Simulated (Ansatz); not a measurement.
# VBiO4 (Dreyerite): the dielectric response by several routes, part 2 of 2

Wanted: ε∞ of VBiO4 (Dreyerite) from perturbation theory, a sum over states and the RPA step of G0W0, with cost.

Ansatz 0.2.0; linear response on r2SCAN, plane waves, PAW. Known limits of the many-body steps: not at the basis limit; no spin polarisation; d states lean on the start; no spin-orbit coupling.

So far. Step 2 (Response to a homogeneous field): One over ε∞ averages 0.19, somewhat under the quarter of exact exchange in PBE0.

### 3. Independent-particle spectrum

The independent-particle spectrum shows where the oscillator strength lies, before excitons and local fields.

This step: independent-particle optics on r2SCAN, plane waves, PAW; PAW set soft_1.

input.yaml reads:

```yaml
crystal:
  lattice:
    - [-3.6515, 3.6515, 3.292]
    - [3.6515, -3.6515, 3.292]
    - [3.6515, 3.6515, -3.292]
  atoms:
    - { symbol: V, position: [0.5, 0.5, 0.0] }
    - { symbol: V, position: [0.25, 0.75, 0.5] }
    - { symbol: Bi, position: [0.75, 0.25, 0.5] }
    - { symbol: Bi, position: [0.0, 0.0, 0.0] }
    - { symbol: O, position: [0.152062534, 0.3328889632, 0.8191735708] }
    - { symbol: O, position: [0.0828889632, 0.7637153925, 0.6808264292] }
    - { symbol: O, position: [0.5137153925, 0.3328889632, 0.1808264292] }
    - { symbol: O, position: [0.0828889632, 0.402062534, 0.3191735708] }
    - { symbol: O, position: [0.597937466, 0.9171110368, 0.6808264292] }
    - { symbol: O, position: [0.6671110368, 0.847937466, 0.1808264292] }
    - { symbol: O, position: [0.2362846075, 0.9171110368, 0.3191735708] }
    - { symbol: O, position: [0.6671110368, 0.4862846075, 0.8191735708] }
kpoints:
  mp_grid: { grid: [6, 6, 6] }
hamiltonian:
  xc: r2scan
  pseudopotentials: { kind: paw, azcp: { folder: soft_1 } }
scf:
  occupations: { method: fixed }
  n_extra_bands: 120
output:
  optics: { e_range: [0, 25], de: 0.1, sigma: 0.2 }
```

On the command line:

```
ansatz run input.yaml --threads 3 --pin off --max-ram 92160MiB --backend cuda --events-out ev --progress --plain --runs-dir out --devices 1 --max-vram 13GiB
```

Numbers of over 12 decimals in the logs are rounded to 6 here.

The log of the run:

```text
[...]
GPUs: using 1 of 1 available (devices: 1).
[...]
GPU FFT provider: cuFFT
GPU libraries: cuBLAS 13.8.2, cuFFT 12.4.0, cuSOLVER 12.3.4
Crystal: 12 atoms, lattice volume = 175.575 Å³
Basis set: ecut = 500 eV, 4449 PW (Γ), exchange–correlation on 180×180×180 points (64 copies of the dense FFT grid, shifted against one another)
Bands: 172, of which v1, the nominal top of the filled ones, is band 52 counted from 1 (51 counted from 0)
Symmetry: 16 space group operations
[...]
k-points: 30 of 216
[...]
GPU buffer pool allocated for 91125 grid points (all kernels)
GPU transforms: local potential and band sums: pruned to the plane-wave sphere, on 45×45×45
[...]
SCF iter   1: F=—  HF=-35215.685844 eV  |F-HF|=—  |Δ(HF+E_count)|=         —  Δρ=6.67e-2  dr2=1.36e1  dr2_τ=9.54e-1  ethr=3.10e-3  ⟨swp⟩=4.0  Hψ=16989  notcnv=0  defer=3459
[...]
SCF iter  12: F=-35213.968857 eV  HF=-35213.968857 eV  |F-HF|=1.46e-11  |Δ(HF+E_count)|=  1.46e-11  Δρ=1.32e-8  dr2=1.76e-13  dr2_τ=2.14e-14  ethr=1.00e-12  ⟨swp⟩=13.0  Hψ=40472  notcnv=0
SCF 1 converged in 12 iterations: F = -35213.968857 eV  dr2 = 1.76e-13
[...]
Optics k sum: 0 of 30 k-points
Optics k sum: 2 of 30 k-points
[...]
Optics k sum: 30 of 30 k-points
[...]
SCF converged after 12 iterations
Free energy (F): -35213.968857 eV
[...]
Internal energy: -35213.968857 eV  (E = F + TS)
E sigma→0 (E₀):  -35213.968857 eV
Fermi energy:    6.063542 eV
[...]
--- Band table (eV; the first three rows and the last of 30) ---
  k-point 0: bands = [... 48 lower, 5.2536, 5.4228, 5.4228, 5.6508, 9.4642, 9.9996, 10.0344, 10.0460, ... 116 higher]
  k-point 1: bands = [... 48 lower, 5.2689, 5.3758, 5.5249, 5.5996, 9.4701, 9.9422, 10.0021, 10.0730, ... 116 higher]
  k-point 2: bands = [... 48 lower, 5.2863, 5.4121, 5.4477, 5.6068, 9.5249, 9.7814, 9.9696, 10.0103, ... 116 higher]
  k-point 29: bands = [... 48 lower, 5.1690, 5.1690, 5.3967, 5.3967, 9.8044, 9.8044, 9.9154, 9.9154, ... 116 higher]
```

Run time: 2.1 min. Hardware: 1 × NVIDIA H100 80GB HBM3 (shared by 6 runs) with 3 threads of AMD EPYC 7R13 (Zen 3), shared host; peak memory 3.8 GiB; 52 s of CPU time.

This step gave:

| Quantity | Value |
| --- | --- |
| ε∞ without local fields (xx, yy, zz) | 5.339, 5.339, 6.696 |
| electrons in the f-sum (xx, yy, zz) | 81.56, 81.56, 82.53 |
| bands in the explicit sum (the static value is completed to all bands) | 172 |

The sum gives ε∞ = 5.34 and 6.70 without local fields.

The ε₂ has structure finer than the step of the table below, so its rows give means over 0.5 eV, whole bins alone (the curve runs from 0 to 25 eV). Peaks (eV: height): xx=yy 4.00: 4.88, 6.00: 9.12, 15.70: 2.07; zz 3.20: 5.74, 4.40: 11.5, 5.90: 15.2.

Independent particles, no local fields, Gaussian width 0.2 eV. The ε₂ by photon energy; means over each step:

| photon energy (eV) | xx=yy | zz |
| --- | --- | --- |
| 2.0 | 0 | 0 |
| 2.5 | 0.00157 | 0.0587 |
| 3.0 | 0.272 | 3.30 |
| 3.5 | 1.51 | 3.16 |
| 4.0 | 4.42 | 3.37 |
| 4.5 | 4.00 | 10.2 |
| 5.0 | 5.21 | 8.41 |
| 5.5 | 6.47 | 9.30 |
| 6.0 | 8.72 | 13.5 |
| 6.5 | 7.91 | 7.74 |
| 7.0 | 7.49 | 6.48 |
| 7.5 | 6.05 | 5.38 |
| 8.0 | 4.76 | 4.87 |
| 8.5 | 3.36 | 4.23 |
| 9.0 | 2.14 | 3.42 |
| 9.5 | 1.70 | 2.15 |
| 10.0 | 1.40 | 1.33 |
| 10.5 | 1.11 | 0.902 |
| 11.0 | 1.24 | 0.518 |
| 11.5 | 1.18 | 0.578 |
| 12.0 | 1.03 | 0.969 |
| 12.5 | 0.993 | 1.19 |
| 13.0 | 1.01 | 0.765 |
| 13.5 | 1.40 | 1.05 |
| 14.0 | 1.63 | 1.20 |
| 14.5 | 1.31 | 1.37 |
| 15.0 | 1.35 | 1.40 |
| 15.5 | 1.85 | 1.20 |
| 16.0 | 1.84 | 1.30 |
| 16.5 | 1.79 | 1.42 |
| 17.0 | 1.33 | 1.23 |
| 17.5 | 1.09 | 1.01 |
| 18.0 | 1.02 | 0.899 |
| 18.5 | 0.884 | 1.07 |
| 19.0 | 0.853 | 0.836 |
| 19.5 | 0.733 | 0.883 |
| 20.0 | 0.749 | 0.908 |
| 20.5 | 0.846 | 0.731 |
| 21.0 | 0.993 | 0.749 |
| 21.5 | 0.844 | 0.703 |
| 22.0 | 0.731 | 0.726 |
| 22.5 | 0.615 | 0.796 |
| 23.0 | 0.500 | 0.702 |
| 23.5 | 0.505 | 0.587 |
| 24.0 | 0.501 | 0.519 |
| 24.5 | 0.455 | 0.440 |

The loss function has structure finer than the step of the table below, so its rows give means over 0.5 eV, whole bins alone (the curve runs from 0 to 25 eV). Peaks (eV: height): xx=yy 10.40: 0.948, 14.40: 0.563, 19.40: 0.983, 22.50: 1.11; zz 11.30: 2.05, 12.70: 1.18, 17.60: 0.956, 23.40: 1.11.

Independent particles, no local fields, Gaussian width 0.2 eV. Table of loss function by photon energy; means over each step:

| photon energy (eV) | xx=yy | zz |
| --- | --- | --- |
| 2.0 | 0 | 0 |
| 2.5 | 3.4e-5 | 5.4e-4 |
| 3.0 | 0.00463 | 0.0257 |
| 3.5 | 0.0178 | 0.0452 |
| 4.0 | 0.0553 | 0.0188 |
| 4.5 | 0.0638 | 0.0564 |
| 5.0 | 0.0705 | 0.0833 |
| 5.5 | 0.0734 | 0.0671 |
| 6.0 | 0.0900 | 0.0699 |
| 6.5 | 0.120 | 0.124 |
| 7.0 | 0.132 | 0.147 |
| 7.5 | 0.161 | 0.176 |
| 8.0 | 0.189 | 0.185 |
| 8.5 | 0.230 | 0.204 |
| 9.0 | 0.347 | 0.199 |
| 9.5 | 0.509 | 0.237 |
| 10.0 | 0.670 | 0.316 |
| 10.5 | 0.873 | 0.480 |
| 11.0 | 0.732 | 1.31 |
| 11.5 | 0.749 | 1.46 |
| 12.0 | 0.717 | 0.697 |
| 12.5 | 0.604 | 0.835 |
| 13.0 | 0.439 | 0.804 |
| 13.5 | 0.379 | 0.575 |
| 14.0 | 0.465 | 0.545 |
| 14.5 | 0.538 | 0.530 |
| 15.0 | 0.430 | 0.595 |
| 15.5 | 0.387 | 0.684 |
| 16.0 | 0.496 | 0.570 |
| 16.5 | 0.536 | 0.628 |
| 17.0 | 0.755 | 0.764 |
| 17.5 | 0.863 | 0.901 |
| 18.0 | 0.894 | 0.838 |
| 18.5 | 0.955 | 0.782 |
| 19.0 | 0.931 | 0.943 |
| 19.5 | 0.933 | 0.824 |
| 20.0 | 0.764 | 0.887 |
| 20.5 | 0.682 | 1.01 |
| 21.0 | 0.763 | 0.866 |
| 21.5 | 0.950 | 0.913 |
| 22.0 | 1.02 | 0.820 |
| 22.5 | 1.10 | 0.870 |
| 23.0 | 0.964 | 1.05 |
| 23.5 | 0.805 | 1.10 |
| 24.0 | 0.773 | 1.08 |
| 24.5 | 0.677 | 0.997 |

Independent particles, no local fields, Gaussian width 0.2 eV. ε₁ against photon energy:

| photon energy (eV) | xx=yy | zz |
| --- | --- | --- |
| 0.0 | 5.29 | 6.65 |
| 0.5 | 5.32 | 6.70 |
| 1.0 | 5.41 | 6.86 |
| 1.5 | 5.59 | 7.18 |
| 2.0 | 5.87 | 7.73 |
| 2.5 | 6.35 | 8.89 |
| 3.0 | 7.40 | 11.9 |
| 3.5 | 8.83 | 7.02 |
| 4.0 | 7.85 | 12.2 |
| 4.5 | 6.77 | 7.92 |
| 5.0 | 6.66 | 5.06 |
| 5.5 | 6.90 | 7.70 |
| 6.0 | 4.49 | 0.596 |
| 6.5 | 1.88 | -1.54 |
| 7.0 | 0.530 | -1.65 |
| 7.5 | -0.991 | -1.23 |
| 8.0 | -1.62 | -1.72 |
| 8.5 | -1.87 | -1.57 |
| 9.0 | -1.31 | -2.34 |
| 9.5 | -0.658 | -2.06 |
| 10.0 | -0.412 | -1.60 |
| 10.5 | 0.151 | -1.08 |
| 11.0 | 0.416 | -0.381 |
| 11.5 | 0.411 | 0.293 |
| 12.0 | 0.594 | 0.739 |
| 12.5 | 0.787 | 0.0953 |
| 13.0 | 1.17 | 0.678 |
| 13.5 | 1.36 | 0.827 |
| 14.0 | 0.902 | 0.866 |
| 14.5 | 0.807 | 0.865 |
| 15.0 | 1.16 | 0.622 |
| 15.5 | 1.23 | 0.489 |
| 16.0 | 0.553 | 0.822 |
| 16.5 | 0.387 | 0.495 |
| 17.0 | 0.0916 | 0.309 |
| 17.5 | 0.261 | 0.283 |
| 18.0 | 0.319 | 0.515 |
| 18.5 | 0.379 | 0.473 |
| 19.0 | 0.436 | 0.436 |
| 19.5 | 0.487 | 0.546 |
| 20.0 | 0.664 | 0.449 |
| 20.5 | 0.742 | 0.413 |
| 21.0 | 0.547 | 0.579 |
| 21.5 | 0.408 | 0.516 |
| 22.0 | 0.438 | 0.604 |
| 22.5 | 0.418 | 0.536 |
| 23.0 | 0.513 | 0.407 |
| 23.5 | 0.607 | 0.435 |
| 24.0 | 0.630 | 0.452 |
| 24.5 | 0.689 | 0.488 |
| 25.0 | 0.740 | 0.580 |

### 4. RPA screening from the G0W0 run

G0W0 replaces the xc potential by the self-energy, built once from these orbitals. Only a window of levels is corrected, while the sums run over the empty bands that the input names. This step takes PAW set soft_1 files.

This step: G0W0 on r2SCAN, plane waves, PAW; PAW set soft_1.

Changes to input.yaml since step 3:

```diff
@@ -19,3 +19,3 @@
 kpoints:
-  mp_grid: { grid: [6, 6, 6] }
+  mp_grid: { grid: [4, 4, 4] }
 hamiltonian:
@@ -25,4 +25,7 @@
   occupations: { method: fixed }
-  n_extra_bands: 120
-output:
-  optics: { e_range: [0, 25], de: 0.1, sigma: 0.2 }
+gw:
+  n_empty_bands: 962
+  ecut_chi: 180.0
+  qp_bands: [v4, c4]
+  qp_kpoints: band_edges
+  screening: { model: contour_deformation }
```

The log of the run:

```text
GPUs: using 1 of 1 available (devices: 1).
[...]
GPU FFT provider: cuFFT
GPU libraries: cuBLAS 13.8.2, cuFFT 12.4.0, cuSOLVER 12.3.4
Crystal: 12 atoms, lattice volume = 175.575 Å³
Basis set: ecut = 500 eV, 4449 PW (Γ), exchange–correlation on 180×180×180 points (64 copies of the dense FFT grid, shifted against one another)
Bands: 64, of which v1, the nominal top of the filled ones, is band 52 counted from 1 (51 counted from 0)
[...]
0    56     10.0460   -14.5535    -5.5954   -21.1195  0.7462    11.0321    11.0165  root
[...]
11    53      9.6490   -15.8989    -5.8753   -22.8318  0.7280    10.7273    10.7066  root
    11    54      9.6490   -15.8989    -5.8753   -22.8318  0.7280    10.7273    10.7066  root
    11    55      9.9024   -16.5138    -6.2558   -23.9213  0.7107    11.0821    11.0542  root
    11    56      9.9024   -16.5138    -6.2558   -23.9213  0.7107    11.0821    11.0542  root
[key lines of the parts left out:]
SCF converged after 10 iterations
Free energy (F): -35213.968993 eV
Fermi energy:    5.924880 eV
```

Run time: 1.7 min. Hardware: 1 × NVIDIA H100 80GB HBM3 (shared by 6 runs) with 3 threads; peak memory 4.1 GiB.

Numbers from this step:

```
bands summed                                 : 1014
RPA ε∞ on this mesh (eigenvalues)            : 4.510, 4.510, 5.837
plane waves in the screening matrix          : 951
G0W0 gap on the mesh                         : 4.444 eV
k of the valence top                         : 0, -0.5, 0
k of the conduction bottom                   : 0, -0.5, 0
starting gap on the mesh                     : 3.169 eV
least direct G0W0 gap on the computed points : 4.444 eV
```

The gap on the mesh goes from 3.17 eV to 4.44 eV, a correction of +1.27 eV. Between the two edge states, bare exchange in place of the xc potential would open the gap by 10.45 eV, and correlation takes back 9.18 eV.

Mean over the mesh in bins of 0.25 1/Å. Static inverse dielectric function, diagonal against length of q+G:

length of q+G (Å⁻¹), static inverse dielectric function, diagonal and a bar from the least value:
```
     0.32      0.225 
     0.54      0.271 ##
     0.78      0.333 ####
     1.03      0.401 #######
     1.27      0.466 ##########
     1.53      0.537 ############
     1.76      0.598 ###############
     2.01      0.655 #################
     2.25      0.705 ###################
     2.50      0.747 #####################
     2.75      0.782 ######################
     3.00      0.812 #######################
     3.25      0.839 ########################
     3.50      0.860 #########################
     3.75      0.878 ##########################
     4.00      0.893 ###########################
     4.25      0.907 ###########################
     4.50      0.919 ############################
     4.75      0.929 ############################
     5.00      0.938 ############################
     5.25      0.946 #############################
     5.49      0.953 #############################
     5.75      0.960 #############################
     6.00      0.966 #############################
     6.25      0.971 ##############################
     6.50      0.975 ##############################
     6.75      0.979 ##############################
```

### 5. The values together

Times are wall times on 1 × NVIDIA H100 80GB HBM3 (shared by 6 runs) with 3 threads of AMD EPYC 7R13 (Zen 3), shared host. The host was busy with other work, so they are no guide to cost.

| method | mesh | ε∞, low | middle | high | mean | time |
| --- | --- | --- | --- | --- | --- | --- |
| perturbation theory (local fields and xc kernel) | 4×4×4 (response on 64 points) | 4.86 | 4.86 | 6.31 | 5.34 | 84 s |
| sum over states (no local fields) | 6×6×6 | 5.34 | 5.34 | 6.70 | 5.79 | 2.1 min |
| RPA with local fields, on the GW mesh | 4×4×4 | 4.51 | 4.51 | 5.84 | 4.95 | 1.7 min |

### 6. Summary of results

| Item | Value |
| --- | --- |
| perturbation theory (local fields and xc kernel) | 4.86, 4.86, 6.31 |
| sum over states (no local fields) | 5.34, 5.34, 6.70 |
| RPA with local fields, on the GW mesh | 4.51, 4.51, 5.84 |

Mean Born effective charge: V1 4.25, Bi3 5.74, O5 -2.50 e. Distinct peaks of the ε₂ (xx=yy) stand at 4.0, 6.0 and 15.7 eV; the one at 6 eV is strongest. The most distinct maxima of the loss function (xx=yy) lie at 10.4, 14.4, 19.4 and 22.5 eV, the highest at 22.5 eV. The sum without local fields gives 5.79 in the mean against 5.34 by perturbation theory; local fields lower ε∞ and the xc kernel gives part of it back, though the sum also carries the error of its own mesh. The RPA values on the 4×4×4 mesh average 0.93 times those of perturbation theory (means 4.95 and 5.34, which can hide unlike anisotropies). Without the xc kernel RPA should lie a little lower, as the mean does. Ions are clamped, so the lattice part of the static constant is not in these numbers.

[Paths, hosts, dates, memory and timing lines, banners, echoed tables and standing remarks are left out of the program output.]

[Logs are printed without paths, hosts, clocks, repeated set-up lines and the standing remarks that a program may print on its own settings, such as how far it seeks lower states.]

[Runs of the session that timed out or met a known fault of the program may be left out.]

[Cells called generated may have been cut or substituted from an entry of the Crystallography Open Database or the Materials Project.]

[Hosts, paths, dates, database ids (printed as entryN), source tags and the programs' standing remarks are cut or masked in the printed files.]
